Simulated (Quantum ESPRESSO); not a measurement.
# CrO2: orders under volume

How does volume change the magnetic state of CrO2?

Method: PBE with U = 3.5 eV on Cr d (ortho-atomic projectors); plane waves with GBRV 1.5 PBE potentials, no spin-orbit coupling, in Quantum ESPRESSO 7.5.

## 1. The starting structure

Symmetry: P4_2/mnm, No. 136, tetragonal system. The conventional cell has a = 4.421 Å, b = 4.421 Å, c = 2.917 Å, α = 90.00°, β = 90.00°, γ = 90.00°. Cr has 6 O at 1.88 to 1.92 Å nearest. O has 3 Cr at 1.88 to 1.92 Å nearest. Farther neighbours and most contacts between anions are not listed.

The cell comes from the Crystallography Open Database.

## 2. Volume 0.92, ferro ++

All lengths scale alike; the factor is that of the volume. Atoms keep their fractional places. Seeded atoms are those given a starting moment.

pw.in reads:

```
&CONTROL
  calculation = 'scf'
  prefix = 'pwscf'
  outdir = './tmp'
  pseudo_dir = './pseudo'
  disk_io = 'nowf'
  tprnfor = .true.
  tstress = .true.
/
&SYSTEM
  ibrav = 0
  nat = 6
  ntyp = 2
  ecutwfc = 40
  ecutrho = 280
  nbnd = 39
  occupations = 'smearing'
  smearing = 'fd'
  degauss = 0.00367493
  nspin = 2
  starting_magnetization(1) = 0.2143
  starting_magnetization(2) = 0
/
&ELECTRONS
  conv_thr = 1.2d-08
  electron_maxstep = 150
  mixing_beta = 0.3
/
ATOMIC_SPECIES
Cr     51.9961 cr_pbe_v1.5.uspp.F.UPF
O      15.9990 o_pbe_v1.2.uspp.F.UPF
CELL_PARAMETERS bohr
   8.1254731158    0.0000000000    0.0000000000
   0.0000000000    8.1254731158    0.0000000000
   0.0000000000    0.0000000000    5.3612316397
ATOMIC_POSITIONS crystal
Cr      0.0000000000    0.0000000000    0.0000000000
Cr      0.5000000000    0.5000000000    0.5000000000
O       0.3010000000    0.3010000000    0.0000000000
O       0.1990000000    0.8010000000    0.5000000000
O       0.6990000000    0.6990000000    0.0000000000
O       0.8010000000    0.1990000000    0.5000000000
K_POINTS automatic
8 8 8 0 0 0
HUBBARD {ortho-atomic}
U Cr-3d 3.5000
```

Started as:

```sh
$ OMP_NUM_THREADS=1 mpirun -n 2 pw.x -nk 2 -in pw.in > pw.out
```

Log:

```text
Program PWSCF v.7.5 starts

     Message from routine setup:
     using ibrav=0 with symmetry is DISCOURAGED, use correct ibrav instead

     K-points division:     npool     =       2
     Subspace diagonalization in iterative solution of the eigenvalue problem:

     bravais-lattice index     =            0
     lattice parameter (alat)  =       8.1255  a.u.
     unit-cell volume          =     353.9663 (a.u.)^3
     number of atoms/cell      =            6
     number of atomic types    =            2
     number of electrons       =        52.00
     number of Kohn-Sham states=           39
     kinetic-energy cutoff     =      40.0000  Ry
     charge density cutoff     =     280.0000  Ry
     scf convergence threshold =      1.2E-08
     mixing beta               =       0.3000
     number of iterations used =            8  plain     mixing
     Exchange-correlation= SLA  PW   PBE  PBE
                           (   1   4   3   4   0   0   0)
     Hubbard projectors: ortho-atomic
     Hubbard parameters of DFT+U (Dudarev formulation) in eV:
     U(Cr-3d) =  3.5000

     Internal variables: lda_plus_u =T, lda_plus_u_kind = 0

     Internal variables: orbital_resolved =F, hub_pot_fix =F, apply_U = F

     celldm(1)=   8.125473  celldm(2)=   0.000000  celldm(3)=   0.000000
     celldm(4)=   0.000000  celldm(5)=   0.000000  celldm(6)=   0.000000

     crystal axes: (cart. coord. in units of alat)
               a(1) = (   1.000000   0.000000   0.000000 )
               a(2) = (   0.000000   1.000000   0.000000 )
               a(3) = (   0.000000   0.000000   0.659805 )

     reciprocal axes: (cart. coord. in units 2 pi/alat)
               b(1) = (  1.000000  0.000000  0.000000 )
               b(2) = (  0.000000  1.000000  0.000000 )
               b(3) = (  0.000000  0.000000  1.515598 )

     PseudoPot. # 1 for Cr read from file:
     cr_pbe_v1.5.uspp.F.UPF
     Pseudo is Ultrasoft + core correction, Zval = 14.0

     PseudoPot. # 2 for O  read from file:
     o_pbe_v1.2.uspp.F.UPF
     Pseudo is Ultrasoft + core correction, Zval =  6.0

     atomic species   valence    mass     pseudopotential
     Cr               14.00    51.99610     Cr( 1.00)
     O                 6.00    15.99900     O ( 1.00)

     Starting magnetic structure
     atomic species   magnetization
     Cr              0.214
     O               0.000

     16 Sym. Ops., with inversion, found ( 8 have fractional translation)

   Cartesian axes

     site n.     atom                  positions (alat units)
         1        Cr     tau(   1) = (   0.0000000   0.0000000   0.0000000  )
         2        Cr     tau(   2) = (   0.5000000   0.5000000   0.3299027  )
         3        O      tau(   3) = (   0.3010000   0.3010000   0.0000000  )
         4        O      tau(   4) = (   0.1990000   0.8010000   0.3299027  )
         5        O      tau(   5) = (   0.6990000   0.6990000   0.0000000  )
         6        O      tau(   6) = (   0.8010000   0.1990000   0.3299027  )

     number of k points=    75  Fermi-Dirac smearing, width (Ry)=  0.0037
                       cart. coord. in units 2pi/alat
        k(    1) = (   0.0000000   0.0000000   0.0000000), wk =   0.0019531
        k(    2) = (   0.0000000   0.0000000   0.1894498), wk =   0.0039062
        k(    3) = (   0.0000000   0.0000000   0.3788996), wk =   0.0039062
        k(    4) = (   0.0000000   0.0000000   0.5683493), wk =   0.0039062
        k(    5) = (   0.0000000   0.0000000  -0.7577991), wk =   0.0019531
        [... 70 further k-points ...]

     Dense  grid:    28013 G-vectors     FFT dimensions: (  48,  48,  30)

     Smooth grid:    12105 G-vectors     FFT dimensions: (  36,  36,  24)

     Check: negative core charge=   -0.000008
     Generating pointlists ...
     new r_m :   0.1756 (alat units)  1.4268 (a.u.) for type    1
     new r_m :   0.1756 (alat units)  1.4268 (a.u.) for type    2

     Initial potential from superposition of free atoms

     starting charge      50.0000, renormalised to      52.0000

     negative rho (up, down):  2.063E-03 1.328E-03

     STARTING HUBBARD OCCUPATIONS:

     =================== HUBBARD OCCUPATIONS ===================
     ------------------------ ATOM    1 ------------------------
     Tr[ns(  1)] (up, down, total) =   3.40000  0.00000  3.40000
     Atomic magnetic moment for atom   1 =   3.40000
     [... lines left out ...]
     ------------------------ ATOM    2 ------------------------
     Tr[ns(  2)] (up, down, total) =   3.40000  0.00000  3.40000
     Atomic magnetic moment for atom   2 =   3.40000
     [... lines left out ...]
     Number of occupied Hubbard levels =    6.8000

     Atomic wfc used for Hubbard projectors are orthogonalized

     Starting wfcs are   36 randomized atomic wfcs +    3 random wfcs

     Self-consistent Calculation

     iteration #  1     ecut=    40.00 Ry     beta= 0.30
     Davidson diagonalization with overlap
     ethr =  1.00E-02,  avg # of iterations =  6.1

     =================== HUBBARD OCCUPATIONS ===================
     ------------------------ ATOM    1 ------------------------
     Tr[ns(  1)] (up, down, total) =   2.56549  0.42720  2.99269
     Atomic magnetic moment for atom   1 =   2.13829
     [... lines left out ...]
     ------------------------ ATOM    2 ------------------------
     Tr[ns(  2)] (up, down, total) =   2.56549  0.42720  2.99269
     Atomic magnetic moment for atom   2 =   2.13829
     [... lines left out ...]
     Number of occupied Hubbard levels =    5.9854

     negative rho (up, down):  1.833E-03 2.153E-03

     total energy              =    -479.22368790 Ry
     estimated scf accuracy    <       3.37928589 Ry

     total magnetization       =     4.00 Bohr mag/cell
     absolute magnetization    =     4.55 Bohr mag/cell

     iteration #  2     ecut=    40.00 Ry     beta= 0.30
     Davidson diagonalization with overlap
     ethr =  6.50E-03,  avg # of iterations =  1.6

     negative rho (up, down):  1.316E-03 2.480E-03

     total energy              =    -479.89242129 Ry
     estimated scf accuracy    <       0.45313438 Ry

     total magnetization       =     4.04 Bohr mag/cell
     absolute magnetization    =     5.61 Bohr mag/cell

     [... further iterations left out ...]

     iteration # 13     ecut=    40.00 Ry     beta= 0.30
     Davidson diagonalization with overlap
     ethr =  1.87E-10,  avg # of iterations =  2.0

     negative rho (up, down):  0.000E+00 6.874E-03

     total energy              =    -480.00107296 Ry
     estimated scf accuracy    <       0.00000003 Ry

     total magnetization       =     4.00 Bohr mag/cell
     absolute magnetization    =     5.46 Bohr mag/cell

     iteration # 14     ecut=    40.00 Ry     beta= 0.30
     Davidson diagonalization with overlap
     ethr =  5.13E-11,  avg # of iterations =  1.5

     negative rho (up, down):  0.000E+00 6.873E-03

     Magnetic moment per site  (integrated on atomic sphere of radius R)
     atom   1 (R=0.176)  charge= 10.3982  magn=  1.8664
     atom   2 (R=0.176)  charge= 10.3982  magn=  1.8664
     atom   3 (R=0.176)  charge=  5.1614  magn= -0.1589
     atom   4 (R=0.176)  charge=  5.1614  magn= -0.1589
     atom   5 (R=0.176)  charge=  5.1614  magn= -0.1589
     atom   6 (R=0.176)  charge=  5.1614  magn= -0.1589

     End of self-consistent calculation

     =================== HUBBARD OCCUPATIONS ===================
     ------------------------ ATOM    1 ------------------------
     Tr[ns(  1)] (up, down, total) =   3.22342  0.84536  4.06878
     Atomic magnetic moment for atom   1 =   2.37807
     [... lines left out ...]
     ------------------------ ATOM    2 ------------------------
     Tr[ns(  2)] (up, down, total) =   3.22342  0.84536  4.06878
     Atomic magnetic moment for atom   2 =   2.37807
     [... lines left out ...]
     Number of occupied Hubbard levels =    8.1376

     Number of k-points >= 100: set verbosity='high' to print the bands.

     the Fermi energy is    11.9549 ev

!    total energy              =    -480.00107307 Ry
     estimated scf accuracy    <          2.7E-09 Ry
     smearing contrib. (-TS)   =      -0.00039162 Ry
     internal energy E=F+TS    =    -480.00068145 Ry

     The total energy is F=E-TS. E is the sum of the following terms:
     one-electron contribution =    -188.38521694 Ry
     hartree contribution      =     123.42259498 Ry
     xc contribution           =     -74.44064341 Ry
     ewald contribution        =    -340.98310039 Ry
     Hubbard energy            =       0.38568429 Ry

     total magnetization       =     4.00 Bohr mag/cell
     absolute magnetization    =     5.46 Bohr mag/cell

     convergence has been achieved in  14 iterations

     negative rho (up, down):  0.000E+00 6.873E-03

     Forces acting on atoms (cartesian axes, Ry/au):

     atom    1 type  1   force =     0.00000000    0.00000000   -0.00000000
     atom    2 type  1   force =     0.00000000    0.00000000   -0.00000000
     atom    3 type  2   force =    -0.00494799   -0.00494799    0.00000000
     atom    4 type  2   force =     0.00494799   -0.00494799    0.00000000
     atom    5 type  2   force =     0.00494799    0.00494799    0.00000000
     atom    6 type  2   force =    -0.00494799    0.00494799    0.00000000

     Total force =     0.013995     Total SCF correction =     0.000067

     Computing stress (Cartesian axis) and pressure

     negative rho (up, down):  0.000E+00 6.873E-03
          total   stress  (Ry/bohr**3)                   (kbar)     P=      356.55
   0.00226267   0.00000000   0.00000000          332.85        0.00        0.00
   0.00000000   0.00226267   0.00000000            0.00      332.85        0.00
   0.00000000   0.00000000   0.00274605            0.00        0.00      403.96

=------------------------------------------------------------------------------=
   JOB DONE.
=------------------------------------------------------------------------------=
```

Elapsed: 64 s, on 2 MPI ranks of Intel Xeon 6975P-C (Granite Rapids), shared host; peak memory 0.4 GiB; 2.1 min of CPU time.

Spin moment in the atom's sphere by atom:

```csv
atom,spin moment in the atom's sphere (μB)
Cr1,1.87
Cr2,1.87
O3,-0.16
O4,-0.16
O5,-0.16
O6,-0.16
```

Read from the output:

```
smearing term TS       : 0.005328 eV
pressure               : 35.66 GPa
magnetization          : 4 μB
absolute magnetization : 5.455 μB
final state            : ferromagnetic
```

## 3. Volume 0.92, antiferro +-

Edit pw.in of step 2 so:

```diff
@@ -12,6 +12,6 @@
   nat = 6
-  ntyp = 2
+  ntyp = 3
   ecutwfc = 40
   ecutrho = 280
-  nbnd = 39
+  nbnd = 36
   occupations = 'smearing'
@@ -21,3 +21,4 @@
   starting_magnetization(1) = 0.2143
-  starting_magnetization(2) = 0
+  starting_magnetization(2) = -0.2143
+  starting_magnetization(3) = 0
 /
@@ -29,3 +30,4 @@
 ATOMIC_SPECIES
-Cr     51.9961 cr_pbe_v1.5.uspp.F.UPF
+Cr1    51.9961 cr_pbe_v1.5.uspp.F.UPF
+Cr2    51.9961 cr_pbe_v1.5.uspp.F.UPF
 O      15.9990 o_pbe_v1.2.uspp.F.UPF
@@ -36,4 +38,4 @@
 ATOMIC_POSITIONS crystal
-Cr      0.0000000000    0.0000000000    0.0000000000
-Cr      0.5000000000    0.5000000000    0.5000000000
+Cr1     0.0000000000    0.0000000000    0.0000000000
+Cr2     0.5000000000    0.5000000000    0.5000000000
 O       0.3010000000    0.3010000000    0.0000000000
@@ -45,2 +47,3 @@
 HUBBARD {ortho-atomic}
-U Cr-3d 3.5000
+U Cr1-3d 3.5000
+U Cr2-3d 3.5000
```

Log:

```text
     [... lines left out ...]
Program PWSCF v.7.5 starts
     [... lines left out ...]
     number of atoms/cell      =            6
     [... lines left out ...]
     number of electrons       =        52.00
     number of Kohn-Sham states=           36
     kinetic-energy cutoff     =      40.0000  Ry
     charge density cutoff     =     280.0000  Ry
     scf convergence threshold =      1.2E-08
     [... lines left out ...]
      8 Sym. Ops., with inversion, found
     [... lines left out ...]
     number of k points=   105  Fermi-Dirac smearing, width (Ry)=  0.0037
     [... lines left out ...]
     iteration # 17     ecut=    40.00 Ry     beta= 0.30
     [... lines left out ...]
     Magnetic moment per site  (integrated on atomic sphere of radius R)
     atom   1 (R=0.176)  charge= 10.3786  magn=  1.6109
     atom   2 (R=0.176)  charge= 10.3808  magn= -1.6113
     atom   3 (R=0.176)  charge=  5.1693  magn= -0.0176
     atom   4 (R=0.176)  charge=  5.1679  magn=  0.0176
     atom   5 (R=0.176)  charge=  5.1693  magn= -0.0176
     atom   6 (R=0.176)  charge=  5.1679  magn=  0.0176
     [... lines left out ...]
     Tr[ns(  1)] (up, down, total) =   3.01808  1.01207  4.03015
     [... lines left out ...]
     Tr[ns(  2)] (up, down, total) =   1.01204  3.01809  4.03013
     [... lines left out ...]
     the Fermi energy is    12.1122 ev
!    total energy              =    -479.96877483 Ry
     estimated scf accuracy    <          6.9E-09 Ry
     smearing contrib. (-TS)   =      -0.00034480 Ry
     [... lines left out ...]
     total magnetization       =    -0.00 Bohr mag/cell
     absolute magnetization    =     4.18 Bohr mag/cell
     convergence has been achieved in  17 iterations
     [... lines left out ...]
     Total force =     0.044704     Total SCF correction =     0.000112
     [... lines left out ...]
          total   stress  (Ry/bohr**3)                   (kbar)     P=      348.25
     [... lines left out ...]
```

The job ended after 96 s (2 MPI ranks; peak memory 0.44 GiB; 3.2 min of CPU time).

Spin moment in the atom's sphere by atom:

```
atom  spin moment in the atom's sphere (μB)
 Cr1                                   1.61
 Cr2                                  -1.61
  O3                                  -0.02
  O4                                   0.02
  O5                                  -0.02
  O6                                   0.02
```

Numbers from this step:

```
smearing term TS       : 0.004691 eV
pressure               : 34.83 GPa
magnetization          : 0 μB
absolute magnetization : 4.185 μB
final state            : antiferromagnetic
```

(Continued in part 2 of 2.)

[Logs and program files are shortened in this print: banners, set-up blocks, solver, clock and traceback lines can be left out without a mark of their own.]

[Logs are printed without paths, hosts, clocks, repeated set-up lines and the standing remarks that a program may print on its own settings, such as how far it seeks lower states.]

[Hosts, paths, dates, database ids (printed as entryN), source tags and the programs' standing remarks are cut or masked in the printed files.]

[Where a cell is said to come from a database of computed structures, the database is the Materials Project.]
